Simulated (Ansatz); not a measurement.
## Lattice dynamics of LuPd (Pm-3m)

Wanted: vibrations and spectra of LuPd (Pm-3m); the cell is already relaxed. After the zone centre comes a 4×4×4 q mesh on a 12×12×12 k mesh.

Main program and level: Ansatz 0.2.0; DFT PBEsol, scalar-relativistic, plane waves, PAW; PAW set soft_1.

### Step 1. The starting structure

The structure is cubic, space group Pm-3m (No. 221). Conventional cell: a = 3.389 Å, b = 3.389 Å, c = 3.389 Å, α = 90.00°, β = 90.00°, γ = 90.00°. Nearest to Lu lie 8 Pd at 2.94 Å. Nearest to Pd lie 8 Lu at 2.94 Å. Farther neighbours are not listed.

### Step 2. Linear response at the zone centre

The cell comes from relaxations at this level that are not shown. The zone centre comes first: it holds the modes that light can see, as far as symmetry allows. No field response is asked, since the mesh shows no gap.

The input, input.yaml:

```yaml
crystal:
  lattice:
    - [3.3894934377, 0.0, 0.0]
    - [0.0, 3.3894934377, 0.0]
    - [0.0, 0.0, 3.3894934377]
  atoms:
    - { symbol: Lu, position: [0.0, 0.0, 0.0] }
    - { symbol: Pd, position: [0.5, 0.5, 0.5] }
kpoints:
  mp_grid: { grid: [12, 12, 12] }
hamiltonian:
  xc: pbesol
  pseudopotentials: { kind: paw, azcp: { folder: soft_1 }, xc_functional: pbe }
scf:
  occupations: { method: methfessel_paxton, width: 0.2 }
output:
  eigenvalues: true
phonons:
  method: dfpt
```

Command:

```
ansatz run input.yaml --threads 4 --pin off --max-ram 10240MiB --backend cpu --events-out ev --progress --plain --runs-dir out
```

Numbers of over 12 decimals in the logs are rounded to 6 here.

Output:

```text
Engine: ansatz 0.2.0, x86_64-unknown-linux-gnu
Pseudopotentials: kind: paw
Pseudopotential: Lu, paw, valence charge 25, recommended cutoff 420 eV (normal), soft_1/Lu.paw.azcp
Pseudopotential: Pd, paw, valence charge 18, recommended cutoff 420 eV (normal), soft_1/Pd.paw.azcp
Functional definition: PBEsol
  exchange = pbesol_x
  correlation = pbesol_c
Crystal: 2 atoms, lattice volume = 38.941 Å³
Basis set: ecut = 420 eV, 751 PW (Γ), exchange–correlation on 48×48×48 points (8 copies of the dense FFT grid, shifted against one another)
Bands: 26, of which v1, the nominal top of the filled ones, is band 22 counted from 1 (21 counted from 0)
Symmetry: 48 space group operations
k-points: 196 of 1728 (irreducible under 8 space group operations, time reversal used)
Non-local potential: Lu, projectors of the file, l = 0: 3, l = 1: 2, l = 2: 2, l = 3: 3
Non-local potential: Pd, projectors of the file, l = 0: 2, l = 1: 2, l = 2: 2, l = 3: 1
PAW form: soft (Blöchl's): semilocal exchange-correlation on the pseudo side does not see the compensation charge
PAW frozen core: Lu, regenerated for the run's functional, and the local potential with it (the file was generated under x = pbe(κ = 0.804, μ = 0.219515), c = pbe(β = 0.066725))
PAW frozen core: Pd, regenerated for the run's functional, and the local potential with it (the file was generated under x = pbe(κ = 0.804, μ = 0.219515), c = pbe(β = 0.066725))
PAW one-centre angular grid: Lu, 590 points (default); XC on 64 Gauss nodes
PAW one-centre angular grid: Pd, 590 points (default); XC on 64 Gauss nodes
Initial density: superposition of atomic densities (chi_scale 0.1, normalization cell, long waves kept (reshape's long-wave potential 0.00 eV rms))
Initial wavefunctions: pseudopotential atomic-orbital guess
Functional: x = pbesol(κ = 0.804, μ = 0.123457), c = pbesol(β = 0.046)
SCF iter   1: F=—  HF=-21539.380568 eV  |F-HF|=—  |Δ(HF+E_count)|=         —  Δρ=5.28e-1  dr2=1.92e2  ethr=3.10e-3  ⟨swp⟩=5.9  Hψ=22928  notcnv=0
preconditioner: auto → Kerker (q_TF=auto, 2.774 Å⁻¹)  [metal: Δε(μ)=0.033 eV  Ē_g=13.412 eV  σ=0.200 eV  W_gap=0.14  n_scr=18 (ndim 8)  ℏωp=34.2 eV  f_vac=0.000  D(μ)=2.04/eV (n_scr^D=18)]
SCF iter   2: F=—  HF=-21524.274084 eV  |F-HF|=—  |Δ(HF+E_count)|=    1.51e1  S|Δr|=    0.00e0  Δρ=2.09e-1  dr2=3.25e1  ethr=3.10e-3  ⟨swp⟩=4.3  Hψ=16041  notcnv=0  defer=7
SCF iter   3: F=—  HF=-21521.501054 eV  |F-HF|=—  |Δ(HF+E_count)|=    2.77e0  S|Δr|=    0.00e0  Δρ=5.77e-2  dr2=2.46e0  ethr=3.10e-3  ⟨swp⟩=3.7  Hψ=12492  notcnv=0  defer=3
SCF iter   4: F=—  HF=-21520.930656 eV  |F-HF|=—  |Δ(HF+E_count)|=   5.70e-1  S|Δr|=    0.00e0  Δρ=3.87e-2  dr2=1.02e0  ethr=3.10e-3  ⟨swp⟩=3.5  Hψ=13323  notcnv=0  defer=14
SCF iter   5: F=—  HF=-21520.655369 eV  |F-HF|=—  |Δ(HF+E_count)|=   2.75e-1  S|Δr|=    0.00e0  Δρ=2.44e-2  dr2=1.00e-1  ethr=2.36e-3  ⟨swp⟩=3.8  Hψ=12410  notcnv=0  defer=23
SCF iter   6: F=—  HF=-21520.629471 eV  |F-HF|=—  |Δ(HF+E_count)|=   2.59e-2  S|Δr|=    0.00e0  Δρ=5.77e-3  dr2=2.13e-2  ethr=2.33e-4  ⟨swp⟩=3.0  Hψ=14360  notcnv=0  defer=38
SCF iter   7: F=—  HF=-21520.621015 eV  |F-HF|=—  |Δ(HF+E_count)|=   8.46e-3  S|Δr|=    0.00e0  Δρ=1.27e-3  dr2=1.00e-3  ethr=4.96e-5  ⟨swp⟩=2.4  Hψ=9983  notcnv=0  defer=38
SCF iter   8: F=—  HF=-21520.620980 eV  |F-HF|=—  |Δ(HF+E_count)|=   3.46e-5  S|Δr|=    0.00e0  Δρ=8.17e-4  dr2=4.73e-4  ethr=2.33e-6  ⟨swp⟩=2.3  Hψ=10174  notcnv=0  defer=26
SCF iter   9: F=—  HF=-21520.620845 eV  |F-HF|=—  |Δ(HF+E_count)|=   1.35e-4  S|Δr|=    0.00e0  Δρ=2.89e-4  dr2=6.73e-5  ethr=1.10e-6  ⟨swp⟩=2.3  Hψ=7858  notcnv=0  defer=26
SCF iter  10: F=—  HF=-21520.620822 eV  |F-HF|=—  |Δ(HF+E_count)|=   2.23e-5  S|Δr|=    0.00e0  Δρ=5.07e-5  dr2=8.41e-7  ethr=1.56e-7  ⟨swp⟩=2.2  Hψ=9682  notcnv=0  defer=26
SCF iter  11: F=—  HF=-21520.620822 eV  |F-HF|=—  |Δ(HF+E_count)|=   7.15e-7  S|Δr|=    0.00e0  Δρ=2.29e-5  dr2=1.30e-7  ethr=1.95e-9  ⟨swp⟩=3.1  Hψ=12598  notcnv=0  defer=26
SCF iter  12: F=—  HF=-21520.620822 eV  |F-HF|=—  |Δ(HF+E_count)|=   6.67e-8  S|Δr|=    0.00e0  Δρ=5.11e-6  dr2=5.55e-9  ethr=3.02e-10  ⟨swp⟩=3.4  Hψ=12498  notcnv=0  defer=26
SCF iter  13: F=—  HF=-21520.620822 eV  |F-HF|=—  |Δ(HF+E_count)|=   1.26e-9  S|Δr|=    0.00e0  Δρ=1.13e-6  dr2=5.19e-10  ethr=1.29e-11  ⟨swp⟩=2.5  Hψ=10106  notcnv=0  defer=26
SCF iter  14: F=—  HF=-21520.620822 eV  |F-HF|=—  |Δ(HF+E_count)|=  2.91e-10  S|Δr|=    0.00e0  Δρ=2.10e-7  dr2=1.82e-11  ethr=1.21e-12  ⟨swp⟩=3.1  Hψ=11259  notcnv=0  defer=26
SCF iter  15: F=-21520.620822 eV  HF=-21520.620822 eV  |F-HF|=0.00e0  |Δ(HF+E_count)|=  3.64e-12  S|Δr|=    0.00e0  Δρ=4.08e-8  dr2=5.41e-13  ethr=1.00e-12  ⟨swp⟩=9.4  Hψ=35730  notcnv=0
SCF 1 converged in 15 iterations: F = -21520.620822 eV  dr2 = 5.41e-13
  greatest PAW one-centre occupation: 0.999 electrons in one spin orbital (limit 2), on the Pd atom at site 1 (counted from 0), in its partial waves of l = 0
DFPT response loops at Γ: preconditioner auto → Kerker (q_TF=auto, 2.774 Å⁻¹) (partly filled bands, converged f_vac=0.000); β = 1.00, the filter's whole step (`scf.mixing.beta` (0.50) is not read by the response loops under this deck's `scf.mixing.preconditioner`; to damp them name `kerker` or `kerker_dos`, under which they read `scf.mixing.beta`, and type it under 1.00, their step now; both keys bind the ground state too); Broyden in place of MSR1
SCF converged after 15 iterations
Stability not checked: this state was not tested for a lower state beside it, because cold or Methfessel-Paxton smearing, or corrected tetrahedra, fill the levels in a way that the test cannot read (fill_not_monotonic; see scf.lower_state_search)
Free energy (F): -21520.620822 eV
Harris-Foulkes:  -21520.620822 eV  (|F-HF|=0.00e0)
Internal energy: -21520.618004 eV  (E = F + TS)
E sigma→0 (E₀):  -21520.620117 eV
Entropy (-TS):   -0.002818 eV (-1.409 meV/atom)
Fermi energy:    18.189185 eV
--- Per-component energies (eV) ---
  E_band       = -75.599745
  E_kinetic    = 870.261861
  E_local      = -8187.972759  (includes V_loc(G=0)·N_el)
  E_nonlocal   = 1056.139214
  E_hartree    = 3383.310945
  E_xc         = -345.687026
  E_vxc        = -429.063977  (∫ρ·V_xc dr)
  E_paw        = -11045.568997  (= ΣΔE_a)
  E_vpaw       = -151.586217  (= ΣTr[D̂ρ^β])
  E_aug_tail   = 0.000207  (compensation charges beyond the density's cutoff)
  E_ewald      = -7252.595860
  E_core_change = 1.494410  (= ΣΔE_core)
  E_smearing   = -0.002818  (= −TS)
  E_closure    = -0.000000  (closes the sum)
  Σ components = -21520.620822   (vs F -21520.620822, Δ=0.00e0)
--- Band table (eV; the first three rows and the last of 196) ---
  k-point 0: bands = [... 18 lower, 15.2512, 15.2512, 15.2512, 19.8939, 19.8939, 24.1560, 24.1560, 24.1560]
  k-point 1: bands = [... 18 lower, 15.2424, 15.2424, 15.2738, 19.8132, 19.9043, 23.4622, 23.4622, 24.1108]
  k-point 2: bands = [... 18 lower, 15.2196, 15.2196, 15.3355, 19.5876, 19.8420, 22.4874, 22.4874, 23.9874]
  k-point 195: bands = [... 18 lower, 16.1036, 16.1036, 16.9174, 16.9174, 16.9174, 22.6794, 25.3959, 25.3959]
--- Phonons (Γ-DFPT): 2 representative perturbations + reference, on 196 of 1728 k-points (Σ response iterations 8) ---
  k mesh reduced under 8 symmetry operations, with k and −k counted as one. Each operation leaves every solved perturbation unchanged. A smaller set is not used because it would not reduce the number of displacements times k-points to solve
  ASR residual: 2.151e-5 → 0.000e0 eV/Å²; symmetrization residual: 1.648e-5 eV/Å²
  ASR residual per site (eV/Å²): 6.44e-7 2.15e-5
  Γ frequencies (cm⁻¹): 0.00 0.00 0.00 115.68 115.68 115.68
  non-analytic LO–TO correction: not included (Born effective charges unavailable; polar crystals: no LO–TO splitting at Γ)
```

Elapsed: 13 s, on 4 threads of Intel Xeon Platinum 8488C (Sapphire Rapids), shared host; peak memory 0.85 GiB.

In the SCF lines HF is the Harris–Foulkes energy and dr2 the Hartree energy of the density residual, in eV; the loop may stop once dr2 is under the threshold and the program's other checks hold. Hψ counts applications of the Hamiltonian.

This step gave:

```yaml
volume_per_atom: 19.47 Å³
gap_on_the_k_mesh: 0 eV
sum_rule_residual_before_enforcement: 2.15e-5 eV/Å²
point_group: m-3m
highest_optical_mode_at_the_zone_centre_no_lo_to_term: 115.7 cm⁻¹
lowest_optical_zone_centre_mode: 115.7 cm⁻¹
```

Patterns of degenerate modes are one choice out of their space. Modes at Γ, with each element's share of the kinetic energy:

```csv
mode,frequency (cm⁻¹),symmetry,Lu %,Pd %
1,0.0,acoustic,62,38
2,0.0,acoustic,62,38
3,0.0,acoustic,62,38
4,115.7,T1u,38,62
5,115.7,T1u,38,62
6,115.7,T1u,38,62
```

Displacements in mode 6 (115.7 cm⁻¹), the largest set to 1:
```
Lu1  0.00 -0.61  0.00
Pd2  0.00  1.00  0.00
```

Before it was imposed, the acoustic sum rule was missed by 2.2e-5 eV/Å². Small misses are needed for a sound result but don't prove that mesh and cutoff are converged. The lowest optical mode is real, 116 cm⁻¹.

(Continued in part 2 of 2.)

[Logs are printed without paths, hosts, clocks, repeated set-up lines and the standing remarks that a program may print on its own settings, such as how far it seeks lower states.]

[Hosts, paths, dates, database ids (printed as entryN), source tags and the programs' standing remarks are cut or masked in the printed files.]
